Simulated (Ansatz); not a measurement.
# Quasiparticle gap of SiO2 (I-42d), part 2 of 2

Wanted: the gap of SiO2 (I-42d) with a many-body correction, and the time that it takes.

Ansatz 0.2.0; LDA, then G0W0 on it, plane waves, PAW. Known limits of the many-body steps: finite bands, screening cutoff and k mesh; no spin-orbit coupling in G0W0.

So far. Step 2 (Bands along the symmetry lines): Over mesh and path the gap is 5.822 eV, direct, at k = Γ.

In doubt: masses and optical values from hybrid runs of this build are listed as unsure (in some of the runs), which bears on the screening that GW takes from such a start.

### 3. One-shot GW

G0W0 replaces the xc potential by a self-energy built once from the orbitals of the start. Levels are corrected in the window of bands that the input names, at points of the mesh.

This step: G0W0 on LDA, plane waves, PAW.

input.yaml

```yaml
crystal:
  lattice:
    - [-2.37405, 2.37405, 3.744]
    - [2.37405, -2.37405, 3.744]
    - [2.37405, 2.37405, -3.744]
  atoms:
    - { symbol: Si, position: [0.0, 0.0, 0.0] }
    - { symbol: Si, position: [0.75, 0.25, 0.5] }
    - { symbol: O, position: [0.99838, 0.625, 0.87338] }
    - { symbol: O, position: [0.375, 0.24838, 0.37338] }
    - { symbol: O, position: [0.75162, 0.125, 0.12662] }
    - { symbol: O, position: [0.875, 0.00162, 0.62662] }
kpoints:
  mp_grid: { grid: [6, 6, 6] }
hamiltonian:
  xc: lda
  pseudopotentials: { kind: paw, source: ansatz }
scf:
  occupations: { method: fixed }
gw:
  n_empty_bands: 1419
  ecut_chi: 380
  qp_bands: [v2, c2]
  qp_kpoints: band_edges
  screening: { model: contour_deformation }
```

On the command line:

```
$ ansatz run input.yaml --threads 4 --pin off --max-ram 138240MiB --backend cuda --events-out ev --progress --plain --runs-dir out --devices 1 --max-vram 26GiB
```

Numbers of over 12 decimals in the logs are rounded to 6 here.

The log of the run:

```text
GPUs: using 1 of 1 available (devices: 1).
[...]
GPU FFT provider: cuFFT
GPU libraries: cuBLAS 13.8.2, cuFFT 12.4.0, cuSOLVER 12.3.4
Crystal: 6 atoms, lattice volume = 84.406 Å³
Basis set: ecut = 930 eV, 5431 PW (Γ)
Bands: 22, of which v1, the nominal top of the filled ones, is band 16 counted from 1 (15 counted from 0)
Symmetry: 8 space group operations
[...]
k-points: 30 of 216 (time reversal used)
[...]
GPU buffer pool allocated for 216000 grid points (all kernels)
[...]
SCF iter   1: F=—  HF=-3448.475429 eV  |F-HF|=—  |Δ(HF+E_count)|=         —  Δρ=1.20e-1  dr2=1.06e1  ethr=3.10e-3  ⟨swp⟩=5.8  Hψ=3511  notcnv=0  defer=80
[...]
SCF iter   6: F=-3445.227296 eV  HF=-3445.227296 eV  |F-HF|=8.37e-9  |Δ(HF+E_count)|=   1.19e-9  Δρ=2.33e-5  dr2=8.15e-8  ethr=3.13e-10  ⟨swp⟩=13.3  Hψ=4506  notcnv=0
SCF 1 converged in 6 iterations: F = -3445.227296 eV  dr2 = 8.15e-8
[...]
NSCF: frozen V_eff on 30 k-points, pencils in batches of 32, up to order 88
the band table was solved once the SCF had ended and its energy, with any forces and stress, was formed, with the checks that follow a solve (3637 applications of the Hamiltonian). They found nothing against the state; the energy, forces and stress were not computed again (output.eigenvalues in the input reference)
NSCF: frozen V_eff on 30 k-points
G₀W₀ screening: q 1/30
[... further progress lines ...]
[...]
SCF converged after 6 iterations
Free energy (F): -3445.227296 eV
[...]
Internal energy: -3445.227296 eV  (E = F + TS)
E sigma→0 (E₀):  -3445.227296 eV
Fermi energy:    0.821737 eV
[...]
--- Band table (eV; the first three rows and the last of 30) ---
  k-point 0: bands = [... 12 lower, -0.5049, -0.2160, 0.8217, 0.8217, 6.6473, 9.2731, 11.9197, 11.9197, ... 2 higher]
  k-point 1: bands = [... 12 lower, -0.5184, -0.0502, 0.7714, 0.7764, 7.2847, 9.7007, 11.0893, 11.6889, ... 2 higher]
  k-point 2: bands = [... 12 lower, -0.3111, 0.1625, 0.6572, 0.6716, 8.7148, 10.5776, 10.5896, 10.9830, ... 2 higher]
  k-point 29: bands = [... 12 lower, -0.6819, -0.6819, 0.7184, 0.7184, 9.6194, 9.6194, 10.2925, 10.2925, ... 2 higher]
--- G₀W₀: contour deformation, 6 samples at zero and on the imaginary axis and 3 off it, 216 q-points, 1419 empty bands' worth ---
  eigenvalues of the whole cell's RPA ε∞ on this k-mesh (on a slab, of 1 + 4πα/V) = 2.2351, 2.2351, 2.2917; static W/v taken at q = 0 is 0.443730
  bands read: the sum over 1435 bands ends inside a degenerate multiplet in 5 slots, whose members it reads at an even weight; the widest, k=3: bands 1435 to 1436 (counted from 1) at 1/2 each
  gw.qp_kpoints: band_edges: 30 of 30 stored k-points solved, in 1 pass; an edge of the gap read off the rows below is read off those points alone
    ik  band        ε_KS         Σx   Σc(E_QP)       V_xc       Z   E_QP_lin       E_QP  E_QP is
     0    15      0.8217   -26.3202     3.5998   -20.5019  0.7970    -1.4423    -1.3968  root
     0    16      0.8217   -26.3202     3.5998   -20.5019  0.7970    -1.4423    -1.3968  root
     0    17      6.6473    -7.1591    -3.4815   -11.9548  0.8665     7.9702     7.9615  root
     0    18      9.2731    -5.4667    -3.9902   -11.1421  0.8624    10.9755    10.9583  root
     1    15      0.7714   -26.3269     3.6001   -20.5111  0.7969    -1.4897    -1.4443  root
     1    16      0.7764   -26.3104     3.6105   -20.4800  0.7967    -1.4892    -1.4435  root
     1    17      7.2847    -7.6515    -3.5351   -12.5443  0.8619     8.6522     8.6424  root
     1    18      9.7007    -5.7061    -4.0833   -11.5182  0.8592    11.4485    11.4296  root
     2    15      0.6572   -26.3404     3.6274   -20.4887  0.7964    -1.6135    -1.5672  root
     2    16      0.6716   -26.4495     3.5982   -20.6404  0.7965    -1.5845    -1.5393  root
     2    17      8.7148    -8.2012    -3.7414   -13.4305  0.8534    10.2158    10.2026  root
     2    18     10.5776    -7.7580    -4.3941   -14.0425  0.8515    12.4921    12.4679  root
     3    15      0.5894   -26.5361     3.5993   -20.7228  0.7964    -1.6699    -1.6246  root
     3    16      0.5894   -26.5361     3.5993   -20.7228  0.7964    -1.6699    -1.6246  root
     3    17     10.0697    -7.5917    -3.9598   -13.1648  0.8503    11.7003    11.6830  root
     3    18     10.0697    -7.5917    -3.9598   -13.1648  0.8503    11.7003    11.6830  root
     4    15      0.7770   -26.2542     3.6024   -20.4323  0.7970    -1.4882    -1.4425  root
     4    16      0.7856   -26.3432     3.6049   -20.5210  0.7968    -1.4773    -1.4318  root
     4    17      7.1027    -7.4839    -3.5162   -12.3425  0.8634     8.4545     8.4451  root
     4    18      9.5497    -5.6711    -4.0316   -11.4063  0.8601    11.2713    11.2532  root
     5    15      0.6591   -26.3652     3.6119   -20.5379  0.7963    -1.6021    -1.5563  root
     5    16      0.7169   -26.2265     3.6117   -20.3928  0.7969    -1.5512    -1.5051  root
     5    17      8.1372    -7.9896    -3.6655   -13.0927  0.8569     9.5864     9.5747  root
     5    18     10.2378    -5.9462    -4.1399   -11.8357  0.8560    12.0077    11.9874  root
     6    15      0.5106   -26.3786     3.6170   -20.5409  0.7961    -1.7565    -1.7101  root
     6    16      0.6403   -26.4335     3.6145   -20.6005  0.7964    -1.6239    -1.5781  root
     6    17      9.5119    -8.1512    -3.9352   -13.6847  0.8501    11.1266    11.1103  root
     6    18     10.3717    -7.6868    -4.2315   -13.7117  0.8496    12.1870    12.1652  root
     7    15      0.6603   -26.3857     3.6108   -20.5610  0.7963    -1.5991    -1.5535  root
     7    16      0.6852   -26.0783     3.6060   -20.2488  0.7970    -1.5847    -1.5383  root
     7    17      8.1479    -7.8972    -3.6978   -13.0417  0.8574     9.6065     9.5946  root
     7    18     10.2057    -6.0414    -4.0836   -11.8420  0.8556    11.9421    11.9227  root
     8    15      0.4940   -26.3503     3.6181   -20.5150  0.7959    -1.7695    -1.7231  root
     8    16      0.6679   -26.1777     3.6113   -20.3439  0.7969    -1.6009    -1.5547  root
     8    17      9.1338    -8.4011    -4.0067   -14.0215  0.8506    10.7638    10.7475  root
     8    18     10.0335    -7.0872    -3.9158   -12.6113  0.8543    11.6585    11.6417  root
     9    15      0.4658   -26.1989     3.6486   -20.3223  0.7956    -1.8097    -1.7621  root
     9    16      0.6618   -26.4368     3.6145   -20.6043  0.7964    -1.6020    -1.5562  root
     9    17      9.6966    -8.9554    -4.1922   -14.8576  0.8459    11.4260    11.4066  root
     9    18     10.1166    -7.3555    -4.0618   -13.1280  0.8514    11.8467    11.8274  root
[...]
27    15      0.3559   -26.0634     3.6437   -20.1943  0.7955    -1.9174    -1.8695  root
    27    16      0.6835   -26.1867     3.6047   -20.3650  0.7970    -1.5794    -1.5335  root
    27    17      9.5482    -7.7011    -3.9978   -13.3345  0.8513    11.2008    11.1837  root
    27    18      9.9347    -7.5087    -4.0614   -13.2845  0.8517    11.6682    11.6491  root
    28    15      0.6307   -26.3060     3.6153   -20.4770  0.7963    -1.6291    -1.5831  root
    28    16      0.6307   -26.3060     3.6153   -20.4770  0.7963    -1.6291    -1.5831  root
    28    17      9.9011    -7.7665    -3.9965   -13.3985  0.8498    11.5541    11.5366  root
    28    18      9.9011    -7.7665    -3.9965   -13.3985  0.8498    11.5541    11.5366  root
    29    15      0.7184   -26.4136     3.5985   -20.6091  0.7965    -1.5328    -1.4876  root
    29    16      0.7184   -26.4136     3.5985   -20.6091  0.7965    -1.5328    -1.4876  root
    29    17      9.6194    -7.3861    -3.7901   -12.7007  0.8531    11.1585    11.1438  root
    29    18      9.6194    -7.3861    -3.7901   -12.7007  0.8531    11.1585    11.1438  root
```

The job ended after 14 min (1 × NVIDIA H100 80GB HBM3 (shared by 3 runs) with 4 threads of AMD EPYC 7R13 (Zen 3), shared host; peak memory 16 GiB).

Numbers from this step:

- bands summed: 1435
- RPA ε∞ on this mesh (eigenvalues): 2.235, 2.235, 2.292
- plane waves in the screening matrix: 1419
- q-points in the mesh: 216
- G0W0 gap over the corrected points: 9.358 eV
- k of the valence top: 0, 0, 0
- k of the conduction bottom: 0, 0, 0
- starting gap on the mesh: 5.826 eV
- Z at the valence top: 0.7970
- Z at the conduction bottom: 0.8665
- least direct G0W0 gap over the corrected points: 9.358 eV

Over all 30 irreducible mesh points the G0W0 gap is 9.358 eV, direct, at k = Γ. The LDA gap of this run on the mesh is 5.826 eV. The two states that bound the G0W0 gap lie that far apart at the start, so the correction of the gap is 9.358 − 5.826 = +3.532 eV. The start of this run differs from the step before in mesh (8×8×8 and 6×6×6), files (soft_1 PAW and hard PAW) and plane-wave cutoff (420 eV and 930 eV).

Labels follow the order of the start: v1 is the top filled band, c1 the lowest empty one; levels that stay degenerate share a row, the window can cut a multiplet, doubted levels are not marked in this list, bands outside the window were not corrected, and the list may be a part of the corrected levels. The levels before and after the correction (eV, zero at the valence-band top of each column):

```
           conduction bottom  valence top
Kohn-Sham               5.83         0.00
     G0W0               9.36         0.00
```

```
             level  occupation  energy (eV)
Kohn-Sham  Γ v2-v1           2        0.000
Kohn-Sham     Γ c1           0        5.826
Kohn-Sham     Γ c2           0        8.451
     G0W0  Γ v2-v1           2        0.000
     G0W0     Γ c1           0        9.358
     G0W0     Γ c2           0       12.355
```

The parts of the quasiparticle energy for the two states that bound the G0W0 gap, in eV on the run's own scale (QP = start + Σx + Σc − Vxc, with Σc at the quasiparticle energy):

```
             edge  k  band  start       Σx      Σc      Vxc      Z      QP
      valence top  Γ    15  0.822  −26.320   3.600  −20.502  0.797  −1.397
conduction bottom  Γ    17  6.647   −7.159  −3.482  −11.955  0.867   7.962
```

### 4. The runs together

Each gap is the least one over the points named; times are wall times on shared hosts, not benchmarks. A G0W0 time includes the run's own self-consistent start. Rows marked * are further runs, not shown as steps, whose inputs differ from the G0W0 step on the same start in the columns given; solver thresholds can differ too.

```
    level   mesh       files, cutoff  bands summed, screening                          points  gap (eV)  valence top  conduction bottom  least direct gap (eV)     time
      LDA  8×8×8  soft_1 PAW, 420 eV                        -                   mesh and path     5.822            Γ                  Γ                  5.822    6.6 s
G0W0@LDA*  6×6×6    hard PAW, 930 eV              237, 110 eV  all 30 irreducible mesh points     8.944            Γ                  Γ                  8.944     84 s
G0W0@LDA*  6×6×6    hard PAW, 930 eV              517, 190 eV  all 30 irreducible mesh points     9.184            Γ                  Γ                  9.184  3.1 min
G0W0@LDA*  6×6×6    hard PAW, 930 eV              866, 270 eV  all 30 irreducible mesh points     9.292            Γ                  Γ                  9.292  5.6 min
 G0W0@LDA  6×6×6    hard PAW, 930 eV             1435, 380 eV  all 30 irreducible mesh points     9.358            Γ                  Γ                  9.358   14 min
G0W0@LDA*  8×8×8    hard PAW, 930 eV              237, 110 eV  all 59 irreducible mesh points     8.943            Γ                  Γ                  8.943  5.8 min
```

### 5. Results

* LDA gap over mesh and path: 5.822 eV, direct, at k = Γ
* G0W0@LDA gap over all 30 irreducible mesh points: 9.358 eV, direct, at k = Γ
* estimated limit in bands and cutoff, on this mesh: 9.458 eV
* GW settings: 6×6×6 mesh, 1419 empty bands, screening to 380 eV, hard PAW files
* known limits: finite bands, screening cutoff and k mesh; no spin-orbit coupling in G0W0

In words: Over all 30 irreducible mesh points the G0W0 gap is 9.358 eV, direct, at k = Γ. The LDA gap of this run on the mesh is 5.826 eV. The two states that bound the G0W0 gap lie that far apart at the start, so the correction of the gap is 9.358 − 5.826 = +3.532 eV. The valence state moves by −1.397 − 0.822 = −2.219 eV and the conduction state by 7.962 − 6.647 = +1.315 eV, on the run's own scale; with 237 bands the edge states move by −1.613 and +1.505 eV, so the split between the edges depends on the bands and cutoff. Both edges that LDA shows over mesh and path lie at k points where levels were corrected. Levels at other points were not corrected, so a lower G0W0 gap elsewhere in the zone is not ruled out. From 237 bands and 110 eV to 1435 bands and 380 eV the gap moves by 9.358 − 8.944 = +0.414 eV (rung by rung 8.944, 9.184, 9.292, 9.358 eV); bands and screening cutoff rise together, so their parts are not told apart. A line in one over the bands through the two highest rungs gives 9.358 + (9.358 − 9.292) × 866 / (1435 − 866) = 9.458 eV, and through the pair below 9.292 + (9.292 − 9.184) × 517 / (866 − 517) = 9.452 eV. The two agree within 0.03 eV and the same two states bound the gap in each rung, so 9.458 eV is taken as an estimate of the limit on this mesh. With the 8×8×8 mesh in place of the 6×6×6 mesh and all else as in the G0W0@LDA row with 237 bands, the gap differs by 8.943 − 8.944 = −0.001 eV, and that of the start by 5.826 − 5.826 = +0.000 eV. G0W0 on other starts in this series, not shown as steps and not all at these settings: 10.028 eV on HSE06 (6×6×6, hard PAW, 517 bands, 190 eV) and 10.237 eV on PBE0 (6×6×6, hard PAW, 517 bands, 190 eV). The G0W0 runs are scalar-relativistic. G0W0 is shown with one set of atomic data (hard PAW), so the error from the files is not known here.

[Paths, hosts, dates, memory and timing lines, banners, echoed tables and standing remarks are left out of the program output.]

[Logs are printed without paths, hosts, clocks, repeated set-up lines and the standing remarks that a program may print on its own settings, such as how far it seeks lower states.]

[Runs of the session that timed out or met a known fault of the program may be left out.]

[Cells called generated may have been cut or substituted from an entry of the Crystallography Open Database or the Materials Project.]

[Hosts, paths, dates, database ids (printed as entryN), source tags and the programs' standing remarks are cut or masked in the printed files.]

[Where an RPA ε∞ is given, it is that of the G0W0 mesh and is not shown converged in it. Names of k-points follow the symmetry that the program found, which can be lower than the space group named. Band edges on a path are those of the sampled points; other points can move an edge, and change direct to indirect where valleys lie close.]

[Hybrid gaps are those of their k-mesh and are not shown converged in it.]
